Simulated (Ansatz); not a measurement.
# Band gap of K2LiScI6 (double perovskite (elpasolite)) (Fm-3m) from density functionals to GW, part 2 of 2

Aim: the gap of K2LiScI6 (double perovskite (elpasolite)) (Fm-3m) at several levels of theory on one structure, with the time that each takes.

Ansatz 0.2.0; density functionals, hybrids and G0W0, plane waves, PAW. Known limits of the many-body steps: finite bands, screening cutoff and k mesh; no spin-orbit coupling in G0W0; screening cutoff under 40 eV in some runs.

So far. Step 5 (r2SCAN on the 4×4×4 mesh): Over mesh and listed points the gap is 2.407 eV, direct, at k = Γ. r2SCAN against PBE: 2.407 − 2.070 = +0.337 eV. The runs also differ in plane-wave cutoff (420 eV and 500 eV), and the conduction bottom lies at another k point, so how much of this comes from the functional alone is not known. Step 6 (HSE06 on the 2×2×2 mesh): Over mesh and listed points the gap is 3.188 eV, direct, at k = Γ. HSE06 against PBE: 3.188 − 2.070 = +1.118 eV.

The structure was built from a prototype and need not be the compound's stable phase.

In doubt: masses and optical values from hybrid runs of this build are listed as unsure (step 9), which bears on the screening that GW takes from such a start.

## Step 7: PBE0 on the 2×2×2 mesh

PBE0 mixes in a quarter of exact exchange at all distances.

This step: DFT, PBE0, plane waves, PAW.

The input, input.yaml:

```yaml
crystal:
  lattice:
    - [0.0, 5.8553772128, 5.8553772128]
    - [5.8553772128, 0.0, 5.8553772128]
    - [5.8553772128, 5.8553772128, 0.0]
  atoms:
    - { symbol: K, position: [0.25, 0.25, 0.25] }
    - { symbol: K, position: [0.75, 0.75, 0.75] }
    - { symbol: Li, position: [0.0, 0.0, 0.0] }
    - { symbol: Sc, position: [0.5, 0.5, 0.5] }
    - { symbol: I, position: [0.2533847642, 0.7466152358, 0.7466152358] }
    - { symbol: I, position: [0.2533847642, 0.7466152358, 0.2533847642] }
    - { symbol: I, position: [0.7466152358, 0.2533847642, 0.7466152358] }
    - { symbol: I, position: [0.7466152358, 0.2533847642, 0.2533847642] }
    - { symbol: I, position: [0.7466152358, 0.7466152358, 0.2533847642] }
    - { symbol: I, position: [0.2533847642, 0.2533847642, 0.7466152358] }
kpoints:
  mp_grid: { grid: [2, 2, 2] }
  band_path:
    path:
      - [0.0, 0.0, 0.0]
      - [0.5, 0.0, 0.5]
      - [0.625, 0.25, 0.625]
      - [0.375, 0.375, 0.75]
      - [0.5, 0.5, 0.5]
      - [0.5, 0.25, 0.75]
      - [0.2, 0.0, 0.2]
    npoints: 1
hamiltonian:
  xc: pbe0
scf:
  occupations: { method: fixed }
  n_extra_bands: 7
output:
  eigenvalues: true
```

Launch:

```console
> ansatz run input.yaml --threads 8 --pin off --max-ram 17510MiB --backend cpu --events-out ev --progress --plain --runs-dir out
```

Numbers of over 12 decimals in the logs are rounded to 6 here.

Log:

```text
[...]
Crystal: 10 atoms, lattice volume = 401.508 Å³
Basis set: ecut = 420 eV, 7799 PW (Γ)
Bands: 74, of which v1, the nominal top of the filled ones, is band 67 counted from 1 (66 counted from 0)
Symmetry: 48 space group operations
[...]
k-points: 3 of 8
[...]
SCF iter   1: F=—  HF=-50506.349946 eV  |F-HF|=—  |Δ(HF+E_count)|=         —  Δρ=6.91e-4  dr2=5.12e-3  ethr=1.77e-3  ⟨swp⟩=8.0  Hψ=873  notcnv=0
[...]
Free energy (F): -50532.828717 eV
Frozen-core exchange: fock
[...]
Internal energy: -50532.828717 eV  (E = F + TS)
E sigma→0 (E₀):  -50532.828717 eV
Fermi energy:    2.763969 eV
[...]
--- Band table (eV) ---
  k-point 0: bands = [... 63 lower, 2.3600, 2.7640, 2.7640, 2.7640, 6.6765, 6.6765, 6.6765, 7.6790, ... 3 higher]
  k-point 1: bands = [... 63 lower, 2.2346, 2.3388, 2.3797, 2.3797, 6.7652, 6.8926, 6.8926, 7.7089, ... 3 higher]
  k-point 2: bands = [... 63 lower, 1.6347, 2.1683, 2.1683, 2.7447, 6.6887, 7.1166, 7.1166, 7.1653, ... 3 higher]
```

Elapsed: 55 s, on 8 threads of Arm Neoverse V2, shared host; peak memory 3.1 GiB; 6.3 min of CPU time.

Numbers from this step:

- gap: 3.913 eV
- valence top at: Γ
- conduction bottom at: Γ
- least direct gap: 3.913 eV
- exact-exchange fraction: 0.25

Over mesh and listed points the gap is 3.913 eV, direct, at k = Γ. PBE0 against HSE06: 3.913 − 3.188 = +0.725 eV, with the same mesh, files and cutoff, and both edges at the same k points.

## Step 8: G0W0@PBE, 2×2×2 mesh, 1198 empty bands, screening to 120 eV

G0W0 replaces the xc potential by a self-energy built once from the orbitals of the start. Levels are corrected in the window of bands that the input names, at points of the mesh.

This step: G0W0 on PBE, plane waves, PAW.

Edit input.yaml of step 7 so:

```diff
@@ -18,18 +18,11 @@
   mp_grid: { grid: [2, 2, 2] }
-  band_path:
-    path:
-      - [0.0, 0.0, 0.0]
-      - [0.5, 0.0, 0.5]
-      - [0.625, 0.25, 0.625]
-      - [0.375, 0.375, 0.75]
-      - [0.5, 0.5, 0.5]
-      - [0.5, 0.25, 0.75]
-      - [0.2, 0.0, 0.2]
-    npoints: 1
 hamiltonian:
-  xc: pbe0
+  xc: pbe
 scf:
   occupations: { method: fixed }
-  n_extra_bands: 7
-output:
-  eigenvalues: true
+gw:
+  n_empty_bands: 1198
+  ecut_chi: 120.0
+  qp_bands: [v3, c3]
+  qp_kpoints: band_edges
+  screening: { model: contour_deformation }
```

Log:

```text
[...]
Crystal: 10 atoms, lattice volume = 401.508 Å³
Basis set: ecut = 420 eV, 7799 PW (Γ)
Bands: 81, of which v1, the nominal top of the filled ones, is band 67 counted from 1 (66 counted from 0)
Symmetry: 48 space group operations
[...]
k-points: 3 of 8
[...]
1    66      3.4116   -17.4211     1.7727   -14.5464  0.7565     2.2681     2.3096  root
[...]
2    67      3.7621   -17.6610     1.7906   -14.7635  0.7570     2.6157     2.6551  root
     2    68      5.8253    -9.3333    -6.4051   -16.8003  0.6902     6.9320     6.8872  root
     2    69      6.1926   -10.3142    -6.6915   -18.0752  0.6743     7.3142     7.2621  root
     2    70      6.1926   -10.3142    -6.6915   -18.0752  0.6743     7.3142     7.2621  root
[key lines of the parts left out:]
SCF converged after 7 iterations
Free energy (F): -50506.355384 eV
Fermi energy:    3.782114 eV
```

It took 3.7 min on 8 threads; peak memory 8.3 GiB; 26 min of CPU time.

Numbers from this step:

```
bands summed                                    : 1265
RPA ε∞ on this mesh (eigenvalues)               : 4.286, 4.286, 4.286
plane waves in the screening matrix             : 1243
G0W0 gap over the corrected points              : 4.201 eV
k of the valence top                            : 0, 0, 0
k of the conduction bottom                      : 0, 0, 0
starting gap on the mesh                        : 2.042 eV
Z at the valence top                            : 0.7571
Z at the conduction bottom                      : 0.6915
least direct G0W0 gap over the corrected points : 4.201 eV
```

Over all 3 irreducible mesh points the G0W0 gap is 4.201 eV, direct, at k = Γ. The PBE gap of this run on the mesh is 2.042 eV. The two states that bound the G0W0 gap lie that far apart at the start, so the correction of the gap is 4.201 − 2.042 = +2.159 eV.

## Step 9: G0W0@HSE06, 2×2×2 mesh, 1198 empty bands, screening to 120 eV

This step: G0W0 on HSE06, plane waves, PAW.

Edit input.yaml of step 8 so:

```diff
@@ -19,3 +19,3 @@
 hamiltonian:
-  xc: pbe
+  xc: hse06
 scf:
```

Log:

```text
[...]
Crystal: 10 atoms, lattice volume = 401.508 Å³
Basis set: ecut = 420 eV, 7799 PW (Γ)
Bands: 81, of which v1, the nominal top of the filled ones, is band 67 counted from 1 (66 counted from 0)
Symmetry: 48 space group operations
[...]
k-points: 3 of 8
[...]
SCF iter   1: F=—  HF=-50506.351477 eV  |F-HF|=—  |Δ(HF+E_count)|=         —  Δρ=7.01e-4  dr2=5.09e-3  ethr=1.77e-3  ⟨swp⟩=16.3  Hψ=1105  notcnv=1
[...]
1    65      2.7144   -17.3491     1.5630   -14.9767  0.7940     1.8940     1.9049  root
     1    66      2.7477   -17.4537     1.4550   -15.2128  0.7975     1.9520     1.9618  root
[...]
2    67      3.1146   -17.6764     1.4699   -15.4198  0.7975     2.3182     2.3278  root
     2    68      6.3326    -8.7378    -5.6249   -14.9610  0.7414     6.9386     6.9308  root
     2    69      6.7500    -9.7589    -5.9625   -16.3299  0.7253     7.3678     7.3586  root
     2    70      6.7500    -9.7589    -5.9625   -16.3299  0.7253     7.3678     7.3586  root
[key lines of the parts left out:]
Free energy (F): -50537.404828 eV
Fermi energy:    3.133897 eV
```

Run time: 14 min. Hardware: 8 threads; peak memory 7.7 GiB.

Numbers from this step:

```yaml
bands_summed: 1265
rpa_eps_infinity_on_this_mesh_eigenvalues: 3.370, 3.370, 3.370
plane_waves_in_the_screening_matrix: 1243
g0w0_gap_over_the_corrected_points: 4.569 eV
k_of_the_valence_top: 0, 0, 0
k_of_the_conduction_bottom: 0, 0, 0
starting_gap_on_the_mesh: 3.188 eV
z_at_the_valence_top: 0.7975
z_at_the_conduction_bottom: 0.7433
least_direct_g0w0_gap_over_the_corrected_points: 4.569 eV
```

Over all 3 irreducible mesh points the G0W0 gap is 4.569 eV, direct, at k = Γ. The HSE06 gap of this run on the mesh is 3.188 eV. The two states that bound the G0W0 gap lie that far apart at the start, so the correction of the gap is 4.569 − 3.188 = +1.381 eV. G0W0@HSE06 against G0W0@PBE with 1265 bands: 4.569 − 4.201 = +0.368 eV, with the same mesh, files and cutoffs, and both edges at the same k points.

## Step 10: Gap and time by level

Each gap is the least one over the points named; times are wall times on shared hosts, not benchmarks. A G0W0 time includes the run's own self-consistent start. Runs with listed points see these and the mesh alone, so an edge that moves elsewhere is missed. Rows marked * are further runs, not shown as steps, whose inputs differ from the G0W0 step on the same start in the columns given; solver thresholds can differ too. Rows marked ? have an edge level that the program doubts.

| level | mesh | files, cutoff | bands summed, screening | points | gap (eV) | valence top | conduction bottom | least direct gap (eV) | time |
| --- | --- | --- | --- | --- | --- | --- | --- | --- | --- |
| LDA | 4×4×4 | soft_2 PAW, 420 eV | - | mesh and listed points | 1.955 | Γ | (0.000, 0.250, 0.250) | 1.957 | 3.3 s |
| PBE | 4×4×4 | soft_2 PAW, 420 eV | - | mesh and path | 2.070 | Γ | (0.200, 0.000, 0.200) | 2.070 | 8.1 s |
| PBE+SOC | 4×4×4 | soft_2 PAW, 420 eV | - | mesh and listed points | 1.875 | Γ | Γ | 1.875 | 53 s |
| r2SCAN | 4×4×4 | soft_2 PAW, 500 eV | - | mesh and listed points | 2.407 | Γ | Γ | 2.407 | 7 s |
| HSE06 | 2×2×2 | soft_2 PAW, 420 eV | - | mesh and listed points | 3.188 | Γ | Γ | 3.188 | 55 s |
| PBE0 | 2×2×2 | soft_2 PAW, 420 eV | - | mesh and listed points | 3.913 | Γ | Γ | 3.913 | 55 s |
| G0W0@PBE*? | 2×2×2 | soft_2 PAW, 420 eV | 263, 36 eV | all 3 irreducible mesh points | 4.119 | Γ | Γ | 4.119 | 12 s |
| G0W0@PBE* | 2×2×2 | soft_2 PAW, 420 eV | 624, 72 eV | all 3 irreducible mesh points | 4.149 | Γ | Γ | 4.149 | 45 s |
| G0W0@PBE | 2×2×2 | soft_2 PAW, 420 eV | 1265, 120 eV | all 3 irreducible mesh points | 4.201 | Γ | Γ | 4.201 | 3.7 min |
| G0W0@HSE06 | 2×2×2 | soft_2 PAW, 420 eV | 1265, 120 eV | all 3 irreducible mesh points | 4.569 | Γ | Γ | 4.569 | 14 min |

## Step 11: What came out

```
LDA, over mesh and listed points                                 : 1.955 eV
PBE, over mesh and path                                          : 2.070 eV
PBE+SOC, over mesh and listed points                             : 1.875 eV
r2SCAN, over mesh and listed points                              : 2.407 eV
HSE06, over mesh and listed points                               : 3.188 eV
PBE0, over mesh and listed points                                : 3.913 eV
G0W0@PBE (1265 bands, 2×2×2), over all 3 irreducible mesh points : 4.201 eV
G0W0@HSE06, over all 3 irreducible mesh points                   : 4.569 eV
known limits                                                     : finite bands, screening cutoff and k mesh; no spin-orbit coupling in G0W0; screening cutoff under 40 eV in some runs
```

The rows run from 1.875 eV (PBE+SOC) to 4.569 eV (G0W0@HSE06). They differ in mesh, plane-wave cutoff, bands and screening cutoff of G0W0 and the points over which the gap was sought as well as in level, so only pairs that share these are like for like. PBE0 against HSE06: 3.913 − 3.188 = +0.725 eV, with the same mesh, files and cutoff, and both edges at the same k points. G0W0@HSE06 against G0W0@PBE with 1265 bands: 4.569 − 4.201 = +0.368 eV, with the same mesh, files and cutoffs, and both edges at the same k points. G0W0@PBE (1265 bands, 2×2×2) moves the gap of its own start on the mesh by 4.201 − 2.042 = +2.159 eV, between the same two levels. Over mesh and path, PBE puts the conduction bottom at k = (0.200, 0.000, 0.200), which is no corrected point. The start's gap on the mesh of the G0W0 run, 2.042 eV, is no wider than the 2.070 eV found there (the runs differ in mesh (4×4×4 and 2×2×2)), so it is not shown that this mesh misses an edge. Levels at other points were not corrected, so a lower G0W0 gap elsewhere in the zone is not ruled out. G0W0@HSE06 moves the gap of its own start on the mesh by 4.569 − 3.188 = +1.381 eV, between the same two levels. Both edges that HSE06 shows over mesh and listed points lie at k points where levels were corrected. Levels at other points were not corrected, so a lower G0W0 gap elsewhere in the zone is not ruled out. What spin-orbit coupling does to the G0W0 levels was not computed, so no sum with the G0W0 gap is formed. For G0W0@PBE: from 263 bands and 36 eV to 1265 bands and 120 eV the gap moves by 4.201 − 4.119 = +0.082 eV (rung by rung 4.119, 4.149, 4.201 eV); bands and screening cutoff rise together, so their parts are not told apart. An edge row is in doubt in the run with 263 bands, so no limit is drawn and it is not known. The other G0W0 rows are shown at one basis each (1265 bands), so their distance from the limit is not known here. The G0W0 runs are scalar-relativistic. No pair of G0W0 runs that differ in the mesh alone is shown (2×2×2 is a supercell whose nearest images lie 17 Å apart), so the error from the mesh is not known here. G0W0@PBE runs of this series with other atomic data on the same mesh, not shown as steps, give 4.205 eV (hard PAW, 780 eV, 1843 bands, screening to 156 eV); where bands and cutoffs differ too, the part of the files is not isolated. A screening cutoff under 40 eV is crude: G0W0@PBE with 263 bands at 36 eV. Failed or unusable runs of this series, left out of the table: G0W0@PBE0 (2×2×2 mesh, soft_2 PAW files, 420 eV, 1198 empty bands) reached its time limit after 3.5 min.

[Paths, hosts, dates, memory and timing lines, banners, echoed tables and standing remarks are left out of the program output.]

[Logs are printed without paths, hosts, clocks, repeated set-up lines and the standing remarks that a program may print on its own settings, such as how far it seeks lower states.]

[Runs of the session that timed out or met a known fault of the program may be left out.]

[Cells called generated may have been cut or substituted from an entry of the Crystallography Open Database or the Materials Project.]

[Hosts, paths, dates, database ids (printed as entryN), source tags and the programs' standing remarks are cut or masked in the printed files.]

[Where an RPA ε∞ is given, it is that of the G0W0 mesh and is not shown converged in it. Names of k-points follow the symmetry that the program found, which can be lower than the space group named. Band edges on a path are those of the sampled points; other points can move an edge, and change direct to indirect where valleys lie close.]

[Hybrid gaps are those of their k-mesh and are not shown converged in it.]
